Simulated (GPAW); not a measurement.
# N2 in line between two Ta chains: transmission at several levels

How well does N2 in line between two Ta chains conduct at low bias, and how far do basis and functional move the answer?

Program: GPAW 26.7.0. Level of theory: GPAW LCAO, PAW setups; Landauer transmission from Green's functions with principal layers (ASE), zero bias. Results are calculated unless marked as measured.

## 1. The starting structure

The cell holds 16 atoms: 14 Ta and 2 N. Its edges and angles: a = 9.000 Å, b = 9.000 Å, c = 35.783 Å, α = 90.0°, β = 90.0°, γ = 90.0°. Regions: left lead, 7 atoms (7 Ta); channel, 2 atoms (2 N); right lead, 7 atoms (7 Ta). Vacuum lies along a and b. The structure is stacked along c, and the current runs across the ab planes.

## 2. GPAW, dzp

Localised orbitals split the wire into layers that couple to their neighbours alone, which is what the Green's function method needs; double zeta with polarisation is the usual level for numbers.

The input, run.py:

```python
import json
import numpy as np
from ase import Atoms
from ase.transport.calculators import TransportCalculator
from gpaw import GPAW, FermiDirac
from gpaw.lcao.tools import get_lcao_hamiltonian
from scipy.linalg import eigh

# The junction with lead layers at both ends, along the third cell vector
device = Atoms(
    ['Ta', 'Ta', 'Ta', 'Ta', 'Ta', 'Ta', 'Ta', 'N', 'N', 'Ta', 'Ta', 'Ta', 'Ta', 'Ta', 'Ta', 'Ta'],
    positions=[
        [4.50000, 4.50000, 1.20000],
        [4.50000, 4.50000, 3.60000],
        [4.50000, 4.50000, 6.00000],
        [4.50000, 4.50000, 8.40000],
        [4.50000, 4.50000, 10.80000],
        [4.50000, 4.50000, 13.20000],
        [4.50000, 4.50000, 15.60000],
        [4.50000, 4.50000, 17.32140],
        [4.50000, 4.50000, 18.46140],
        [4.50000, 4.50000, 20.18280],
        [4.50000, 4.50000, 22.58280],
        [4.50000, 4.50000, 24.98280],
        [4.50000, 4.50000, 27.38280],
        [4.50000, 4.50000, 29.78280],
        [4.50000, 4.50000, 32.18280],
        [4.50000, 4.50000, 34.58280]],
    cell=[[9.0, 0.0, 0.0], [0.0, 9.0, 0.0], [0.0, 0.0, 35.7828]],
    pbc=True)

# One principal layer of the lead: the first 5 atoms of the device
lead = Atoms(
    ['Ta', 'Ta', 'Ta', 'Ta', 'Ta'],
    positions=[
        [4.50000, 4.50000, 1.20000],
        [4.50000, 4.50000, 3.60000],
        [4.50000, 4.50000, 6.00000],
        [4.50000, 4.50000, 8.40000],
        [4.50000, 4.50000, 10.80000]],
    cell=[[9.0, 0.0, 0.0], [0.0, 9.0, 0.0], [0.0, 0.0, 12.0]],
    pbc=True)

settings = dict(mode='lcao', basis='dzp', xc='PBE', h=0.18,
                occupations=FermiDirac(0.1), maxiter=250,
                mixer=dict(beta=0.1, nmaxold=8, weight=100.0),
                convergence=dict(density=0.0001))
energies = np.arange(-2, 2 + 1e-9, 0.05)
eta = 0.0001
n1, n2 = 1, 1
# k and -k transmit alike, so half of the mesh across the current serves
mesh = [(i, j) for i in range(n1) for j in range(n2) if (i, j) <= (-i % n1, -j % n2)]
weights = np.array([1 if (i, j) == (-i % n1, -j % n2) else 2 for i, j in mesh]) / (n1 * n2)

# [... helper functions left out ...]
fermi_lead = ground_state(lead, (1, 1, 10), 'lead.txt')
fermi_device = ground_state(device, (1, 1, 2), 'device.txt')
# [... loop over the mesh left out, but for ...]
        # Shift the lead onto the potential of the device's first layer
        shift = ((H[:, 0, 0] - H0[:, 0, 0]) / S0[0, 0]).real.mean()
# [...]
kT = 8.617333e-5 * 500
bias = [0.1, 0.2, 0.5, 1.0, 1.5, 2.0]
# [... integrals and printing left out ...]
```

Launch:

```sh
OMP_NUM_THREADS=1 OPENBLAS_NUM_THREADS=1 python run.py
```

The program printed:

```text
basis functions: device 432, principal layer 145
Fermi level: lead -2.2740 eV, device -2.2968 eV; lead shifted by 0.0164 eV
largest coupling past the next layer 9.06e-08 eV, largest misfit of the first layer 0.103 eV
  E-E_F (eV)   T (one spin)  [channel counts left out]
    -2.000    1.3225e+00
    -1.950    1.4007e+00
    -1.900    1.4625e+00
    -1.850    1.5094e+00
    -1.800    1.5449e+00
    -1.750    1.5734e+00
    -1.700    1.8229e+00
    -1.650    1.6393e+00
    -1.600    1.6588e+00
    -1.550    1.6824e+00
    -1.500    1.7096e+00
    -1.450    1.7401e+00
    -1.400    1.7734e+00
    -1.350    1.8082e+00
    -1.300    1.8433e+00
    -1.250    1.8769e+00
[...]
1.650    4.8801e-02
     1.700    4.7919e-02
     1.750    4.6771e-02
     1.800    4.5293e-02
     1.850    4.3470e-02
     1.900    4.1375e-02
     1.950    3.9183e-02
     2.000    3.7135e-02
conductance at 500 K: 1.9067 G0 a cell; thermopower 0.07927 uV/K
current from the zero-bias T(E) at 0.1 V: 14.774 uA
current from the zero-bias T(E) at 0.2 V: 29.552 uA
current from the zero-bias T(E) at 0.5 V: 73.976 uA
current from the zero-bias T(E) at 1.0 V: 148.57 uA
current from the zero-bias T(E) at 1.5 V: 223.66 uA
current from the zero-bias T(E) at 2.0 V: 299.08 uA
```

Elapsed: 4.4 min, on 1 thread of Arm Neoverse V1, shared host; peak memory 2.1 GiB.

This step gave:

* conductance: 1.907 G₀
* largest coupling past the next principal layer: 9.06e-8 eV
* largest misfit of the first principal layer: 0.1028 eV
* shift that aligns the lead: 0.01645 eV
* basis functions of the junction: 432
* basis functions of a principal layer: 145
* transmission at the Fermi level (one spin): 1.906

One spin. The transmission, zone mean by energy, zero at the Fermi level:

| energy (eV) | transmission, zone mean |
| --- | --- |
| -2.00 | 1.32 |
| -1.90 | 1.46 |
| -1.80 | 1.54 |
| -1.70 | 1.82 |
| -1.55 | 1.68 |
| -1.45 | 1.74 |
| -1.35 | 1.81 |
| -1.25 | 1.88 |
| -1.15 | 1.93 |
| -1.05 | 1.98 |
| -0.90 | 2.01 |
| -0.80 | 2.01 |
| -0.70 | 2.01 |
| -0.60 | 2.00 |
| -0.50 | 1.98 |
| -0.40 | 1.95 |
| -0.25 | 1.92 |
| -0.15 | 1.91 |
| -0.05 | 1.91 |
| 0.00 | 1.91 |
| 0.05 | 1.91 |
| 0.15 | 1.91 |
| 0.25 | 1.91 |
| 0.40 | 1.90 |
| 0.50 | 1.90 |
| 0.60 | 1.88 |
| 0.70 | 1.87 |
| 0.80 | 1.87 |
| 0.90 | 1.89 |
| 1.05 | 1.94 |
| 1.15 | 1.94 |
| 1.25 | 1.92 |
| 1.35 | 0.0716 |
| 1.45 | 0.0513 |
| 1.55 | 0.0501 |
| 1.70 | 0.0479 |
| 1.80 | 0.0453 |
| 1.90 | 0.0414 |
| 2.00 | 0.0371 |

Not self-consistent under bias; the bias window is split evenly. Current through one cell, from the zero-bias transmission against bias:

| bias (V) | current through one cell, from the zero-bias transmission (μA) |
| --- | --- |
| 0.100 | 14.8 |
| 0.200 | 29.6 |
| 0.500 | 74.0 |
| 1.000 | 149 |
| 1.500 | 224 |
| 2.000 | 299 |

The transmission of the three most open eigenchannels by energy, zero at the Fermi level:

| energy (eV) | channel 1 | channel 2 | channel 3 |
| --- | --- | --- | --- |
| -2.000 | 0.660 | 0.660 | 0.00264 |
| -1.800 | 0.772 | 0.772 | 6.3e-4 |
| -1.600 | 0.816 | 0.816 | 0.0141 |
| -1.400 | 0.871 | 0.871 | 0.0186 |
| -1.200 | 0.936 | 0.936 | 0.0228 |
| -1.000 | 0.973 | 0.973 | 0.0277 |
| -0.800 | 0.982 | 0.982 | 0.0330 |
| -0.600 | 0.971 | 0.971 | 0.0376 |
| -0.400 | 0.947 | 0.947 | 0.0412 |
| -0.200 | 0.923 | 0.923 | 0.0437 |
| 0.000 | 0.914 | 0.914 | 0.0451 |
| 0.200 | 0.916 | 0.916 | 0.0454 |
| 0.400 | 0.915 | 0.915 | 0.0447 |
| 0.600 | 0.906 | 0.906 | 0.0427 |
| 0.800 | 0.902 | 0.902 | 0.0401 |
| 1.000 | 0.933 | 0.933 | 0.0374 |
| 1.200 | 0.928 | 0.928 | 0.0352 |
| 1.400 | 0.0337 | 0.0170 | 6.3e-4 |
| 1.600 | 0.0330 | 0.0156 | 4.4e-4 |
| 1.800 | 0.0329 | 0.0119 | 2.5e-4 |
| 2.000 | 0.0337 | 0.00320 | 1.2e-4 |

Couplings past the next layer reach 9.1e-8 eV, small enough to drop; the matrix elements of the cell's first layer differ from the bulk lead's by up to 0.10 eV. That layer keeps its own values in the calculation, and only beyond it is the lead taken as perfect. The Fermi levels of lead and junction count from different zeros of potential, one for each periodic cell; with both set to zero, the small remaining shift is what aligns them. Without spin-orbit coupling, which is large for these atoms, channel counts and T are those of the scalar-relativistic bands. By hand: G = 1.907 × 77.48 μS = 148 μS, a resistance of 6.77 kΩ; at 0.1 V a linear junction would pass 14.8 μA, and the integral over the bias window gives 14.8 μA.

## 3. Single-zeta polarised basis

One radial function a shell plus polarisation makes the matrices smaller; the question is what that costs.

Changes to run.py since step 2:

```diff
@@ -43,3 +43,3 @@
 
-settings = dict(mode='lcao', basis='dzp', xc='PBE', h=0.18,
+settings = dict(mode='lcao', basis='szp(dzp)', xc='PBE', h=0.18,
                 occupations=FermiDirac(0.1), maxiter=250,
```

The program printed:

```text
basis functions: device 242, principal layer 80
Fermi level: lead -2.3123 eV, device -2.3767 eV; lead shifted by 0.0249 eV
largest coupling past the next layer 9.07e-08 eV, largest misfit of the first layer 0.105 eV
  E-E_F (eV)   T (one spin)  [channel counts left out]
    -2.000    1.2458e+00
    -1.950    1.3410e+00
    -1.900    1.4110e+00
    -1.850    1.4587e+00
    -1.800    1.4896e+00
    -1.750    1.5104e+00
    -1.700    1.5276e+00
    -1.650    1.5659e+00
    -1.600    1.5814e+00
    -1.550    1.6092e+00
    -1.500    1.6428e+00
    -1.450    1.6814e+00
    -1.400    1.7235e+00
    -1.350    1.7671e+00
    -1.300    1.8100e+00
    -1.250    1.8502e+00
[...]
1.650    4.3986e-02
     1.700    4.3362e-02
     1.750    4.2578e-02
     1.800    4.1619e-02
     1.850    4.0505e-02
     1.900    3.9315e-02
     1.950    3.8166e-02
     2.000    3.7148e-02
conductance at 500 K: 1.8843 G0 a cell; thermopower -0.1826 uV/K
current from the zero-bias T(E) at 0.1 V: 14.599 uA
current from the zero-bias T(E) at 0.2 V: 29.2 uA
current from the zero-bias T(E) at 0.5 V: 73.052 uA
current from the zero-bias T(E) at 1.0 V: 146.62 uA
current from the zero-bias T(E) at 1.5 V: 220.85 uA
current from the zero-bias T(E) at 2.0 V: 295.66 uA
```

Wall time 2.8 min (1 thread); peak memory 2 GiB.

This step gave:

* conductance: 1.884 G₀
* largest coupling past the next principal layer: 9.07e-8 eV
* largest misfit of the first principal layer: 0.1050 eV
* shift that aligns the lead: 0.02487 eV
* basis functions of the junction: 242
* basis functions of a principal layer: 80
* transmission at the Fermi level (one spin): 1.884

One spin. Transmission, zone mean against energy, zero at the Fermi level:

| energy (eV) | transmission, zone mean |
| --- | --- |
| -2.00 | 1.25 |
| -1.85 | 1.46 |
| -1.70 | 1.53 |
| -1.60 | 1.58 |
| -1.45 | 1.68 |
| -1.30 | 1.81 |
| -1.15 | 1.92 |
| -1.05 | 1.96 |
| -0.90 | 1.99 |
| -0.75 | 1.99 |
| -0.60 | 1.96 |
| -0.50 | 1.94 |
| -0.35 | 1.90 |
| -0.20 | 1.88 |
| -0.05 | 1.88 |
| 0.00 | 1.88 |
| 0.05 | 1.89 |
| 0.20 | 1.89 |
| 0.35 | 1.89 |
| 0.50 | 1.88 |
| 0.60 | 1.87 |
| 0.75 | 1.86 |
| 0.90 | 1.88 |
| 1.05 | 1.93 |
| 1.15 | 1.95 |
| 1.30 | 1.87 |
| 1.35 | 2.02 |
| 1.45 | 0.0458 |
| 1.60 | 0.0445 |
| 1.70 | 0.0434 |
| 1.85 | 0.0405 |
| 2.00 | 0.0371 |

Not self-consistent under bias; the bias window is split evenly. Current through one cell, from the zero-bias transmission against bias:

| bias (V) | current through one cell, from the zero-bias transmission (μA) |
| --- | --- |
| 0.100 | 14.6 |
| 0.200 | 29.2 |
| 0.500 | 73.1 |
| 1.000 | 147 |
| 1.500 | 221 |
| 2.000 | 296 |

The transmission of the three most open eigenchannels by energy, zero at the Fermi level:

| energy (eV) | channel 1 | channel 2 | channel 3 |
| --- | --- | --- | --- |
| -2.000 | 0.619 | 0.619 | 0.00828 |
| -1.800 | 0.744 | 0.744 | 0.00103 |
| -1.600 | 0.782 | 0.782 | 0.0101 |
| -1.400 | 0.848 | 0.848 | 0.0174 |
| -1.200 | 0.926 | 0.926 | 0.0224 |
| -1.000 | 0.967 | 0.967 | 0.0273 |
| -0.800 | 0.973 | 0.973 | 0.0329 |
| -0.600 | 0.956 | 0.956 | 0.0380 |
| -0.400 | 0.930 | 0.930 | 0.0420 |
| -0.200 | 0.910 | 0.910 | 0.0449 |
| 0.000 | 0.906 | 0.906 | 0.0471 |
| 0.200 | 0.910 | 0.910 | 0.0483 |
| 0.400 | 0.910 | 0.910 | 0.0478 |
| 0.600 | 0.902 | 0.902 | 0.0457 |
| 0.800 | 0.899 | 0.899 | 0.0425 |
| 1.000 | 0.929 | 0.929 | 0.0392 |
| 1.200 | 0.947 | 0.947 | 0.0367 |
| 1.400 | 0.348 | 0.348 | 0.0352 |
| 1.600 | 0.0343 | 0.00942 | 3.9e-4 |
| 1.800 | 0.0340 | 0.00715 | 2.3e-4 |
| 2.000 | 0.0350 | 0.00193 | 1.0e-4 |

The conductance, 1.88 G₀, lies 1.2 % below that of the dzp run.

## 4. Minimal basis

The minimal basis is the cheapest rung: no second zeta and no polarisation.

Changes to run.py since step 3:

```diff
@@ -43,3 +43,3 @@
 
-settings = dict(mode='lcao', basis='szp(dzp)', xc='PBE', h=0.18,
+settings = dict(mode='lcao', basis='sz(dzp)', xc='PBE', h=0.18,
                 occupations=FermiDirac(0.1), maxiter=250,
```

The program printed:

```text
basis functions: device 190, principal layer 65
Fermi level: lead -2.3287 eV, device -2.3986 eV; lead shifted by 0.0215 eV
largest coupling past the next layer 9.07e-08 eV, largest misfit of the first layer 0.074 eV
  E-E_F (eV)   T (one spin)  [channel counts left out]
    -2.000    1.2431e+00
    -1.950    1.3338e+00
    -1.900    1.3995e+00
[...]
1.950    3.9602e-02
     2.000    3.8581e-02
conductance at 500 K: 1.8643 G0 a cell; thermopower 0.1033 uV/K
current from the zero-bias T(E) at 0.1 V: 14.445 uA
current from the zero-bias T(E) at 0.2 V: 28.894 uA
current from the zero-bias T(E) at 0.5 V: 72.302 uA
current from the zero-bias T(E) at 1.0 V: 145.15 uA
current from the zero-bias T(E) at 1.5 V: 218.58 uA
current from the zero-bias T(E) at 2.0 V: 292.36 uA
```

It took 2.2 min on 1 thread; peak memory 1.9 GiB.

Numbers from this step:

* conductance: 1.864 G₀
* largest misfit of the first principal layer: 0.07440 eV
* shift that aligns the lead: 0.02154 eV
* basis functions of the junction: 190
* basis functions of a principal layer: 65
* transmission at the Fermi level (one spin): 1.864

One spin. Transmission, zone mean against energy, zero at the Fermi level:

energy (eV), transmission, zone mean and a bar:
```
    -2.00       1.24 ##################
    -1.90       1.40 #####################
    -1.80       1.47 ######################
    -1.70       1.51 ######################
    -1.55       1.60 ########################
    -1.45       1.68 #########################
    -1.35       1.77 ##########################
    -1.25       1.85 ###########################
    -1.15       1.92 ############################
    -1.05       1.97 #############################
    -0.90       1.99 #############################
    -0.85       2.00 ##############################
    -0.80       1.99 #############################
    -0.70       1.98 #############################
    -0.60       1.97 #############################
    -0.50       1.94 #############################
    -0.40       1.91 ############################
    -0.25       1.88 ############################
    -0.15       1.87 ############################
    -0.05       1.87 ############################
     0.00       1.86 ############################
     0.05       1.86 ############################
     0.15       1.86 ############################
     0.25       1.86 ############################
     0.40       1.85 ###########################
     0.50       1.84 ###########################
     0.60       1.83 ###########################
     0.70       1.81 ###########################
     0.80       1.81 ###########################
     0.90       1.82 ###########################
     1.05       1.87 ############################
     1.15       1.90 ############################
     1.25       1.89 ############################
     1.35       1.83 ###########################
     1.40       2.03 ##############################
     1.45       0.71 ##########
     1.55       0.05 
     1.70       0.04 
     1.80       0.04 
     1.90       0.04 
     2.00       0.04
```

The conductance, 1.86 G₀, lies 2.2 % below that of the dzp run.

## 5. RPBE in the dzp basis: xc = "RPBE"

Back in the dzp basis, the functional changes from PBE to RPBE, to set the spread between functionals beside that between bases.

Changes to run.py since step 4:

```diff
@@ -43,3 +43,3 @@
 
-settings = dict(mode='lcao', basis='sz(dzp)', xc='PBE', h=0.18,
+settings = dict(mode='lcao', basis='dzp', xc='RPBE', h=0.18,
                 occupations=FermiDirac(0.1), maxiter=250,
```

The program printed:

```text
basis functions: device 432, principal layer 145
Fermi level: lead -2.1876 eV, device -2.2074 eV; lead shifted by 0.0142 eV
largest coupling past the next layer 8.79e-08 eV, largest misfit of the first layer 0.100 eV
  E-E_F (eV)   T (one spin)  [channel counts left out]
    -2.000    1.3833e+00
    -1.950    1.4527e+00
    -1.900    1.5061e+00
[...]
1.950    4.3212e-02
     2.000    4.0820e-02
conductance at 500 K: 1.9068 G0 a cell; thermopower -0.03809 uV/K
current from the zero-bias T(E) at 0.1 V: 14.774 uA
current from the zero-bias T(E) at 0.2 V: 29.553 uA
current from the zero-bias T(E) at 0.5 V: 73.977 uA
current from the zero-bias T(E) at 1.0 V: 148.56 uA
current from the zero-bias T(E) at 1.5 V: 223.81 uA
current from the zero-bias T(E) at 2.0 V: 299.77 uA
```

The job ended after 5 min (1 thread; peak memory 2.1 GiB).

This step gave:

- conductance: 1.907 G₀
- largest coupling past the next principal layer: 8.79e-8 eV
- largest misfit of the first principal layer: 0.1005 eV
- shift that aligns the lead: 0.01423 eV
- basis functions of the junction: 432
- basis functions of a principal layer: 145
- transmission at the Fermi level (one spin): 1.906

One spin. Table of transmission, zone mean by energy, zero at the Fermi level:

| energy (eV) | transmission, zone mean |
| --- | --- |
| -2.000 | 1.38 |
| -1.800 | 1.58 |
| -1.600 | 1.69 |
| -1.400 | 1.81 |
| -1.200 | 1.93 |
| -1.000 | 2.00 |
| -0.800 | 2.02 |
| -0.600 | 2.00 |
| -0.400 | 1.95 |
| -0.200 | 1.92 |
| 0.000 | 1.91 |
| 0.200 | 1.91 |
| 0.400 | 1.91 |
| 0.600 | 1.89 |
| 0.800 | 1.89 |
| 1.000 | 1.95 |
| 1.200 | 1.92 |
| 1.400 | 0.0558 |
| 1.600 | 0.0532 |
| 1.800 | 0.0493 |
| 2.000 | 0.0408 |

The conductance equals that of the dzp run to 0.2 %.

## 6. All levels side by side

Times are for 1 thread of Arm Neoverse V1, shared host. The series side by side:

| no. | run | conductance (G₀) | time | memory (GiB) |
| --- | --- | --- | --- | --- |
| 1 | dzp | 1.907 | 4.4 min | 2.1 |
| 2 | szp | 1.884 | 2.8 min | 2.0 |
| 3 | sz | 1.864 | 2.2 min | 1.9 |
| 4 | dzp RPBE | 1.907 | 5 min | 2.1 |

## 7. Comparison

The curves are compared point by point over the common energies.

This step: comparison of transmission and cost over codes and levels (GPAW 26.7.0).

Ladder, by row:

| step | code | T at the Fermi level (sum over the listed spins) | conductance (G0) | r.m.s. T(E) from the first | wall time (s) | peak memory (GiB) | threads |
| --- | --- | --- | --- | --- | --- | --- | --- |
| dzp | GPAW | 1.906 | 1.907 | 0 | 265 | 2.1 | 1 |
| szp | GPAW | 1.884 | 1.884 | 0.234 | 169 | 2.01 | 1 |
| sz | GPAW | 1.864 | 1.864 | 0.3086 | 134.2 | 1.93 | 1 |
| dzp-RPBE | GPAW | 1.906 | 1.907 | 0.0745 | 298.9 | 2.1 | 1 |

Table of transmission, zone mean, sum over the listed spins by energy, zero at the Fermi level:

| energy (eV) | dzp | szp | sz | dzp-RPBE |
| --- | --- | --- | --- | --- |
| -2.0000 | 1.32 | 1.25 | 1.24 | 1.38 |
| -1.7500 | 1.57 | 1.51 | 1.49 | 1.60 |
| -1.7000 | 1.82 | 1.53 | 1.51 | 1.67 |
| -1.5000 | 1.71 | 1.64 | 1.64 | 1.74 |
| -1.2500 | 1.88 | 1.85 | 1.85 | 1.91 |
| -1.0000 | 1.99 | 1.97 | 1.98 | 2.00 |
| -0.8000 | 2.01 | 1.99 | 1.99 | 2.02 |
| -0.7500 | 2.01 | 1.99 | 1.99 | 2.02 |
| -0.5000 | 1.98 | 1.94 | 1.94 | 1.97 |
| -0.2500 | 1.92 | 1.89 | 1.88 | 1.92 |
| 0.0000 | 1.91 | 1.88 | 1.86 | 1.91 |
| 0.2500 | 1.91 | 1.89 | 1.86 | 1.91 |
| 0.5000 | 1.90 | 1.88 | 1.84 | 1.90 |
| 0.7500 | 1.87 | 1.86 | 1.81 | 1.88 |
| 1.0000 | 1.93 | 1.91 | 1.85 | 1.95 |
| 1.2500 | 1.92 | 1.91 | 1.89 | 2.01 |
| 1.3500 | 0.0716 | 2.02 | 1.83 | 0.0566 |
| 1.4000 | 0.0520 | 0.742 | 2.03 | 0.0558 |
| 1.5000 | 0.0507 | 0.0454 | 0.0473 | 0.0544 |
| 1.7500 | 0.0468 | 0.0426 | 0.0441 | 0.0506 |
| 2.0000 | 0.0371 | 0.0371 | 0.0386 | 0.0408 |

(Continued in part 2 of 2.)

[Logs are printed without paths, hosts, clocks, repeated set-up lines and the standing remarks that a program may print on its own settings, such as how far it seeks lower states.]

[Hosts, paths, dates, database ids (printed as entryN), source tags and the programs' standing remarks are cut or masked in the printed files.]
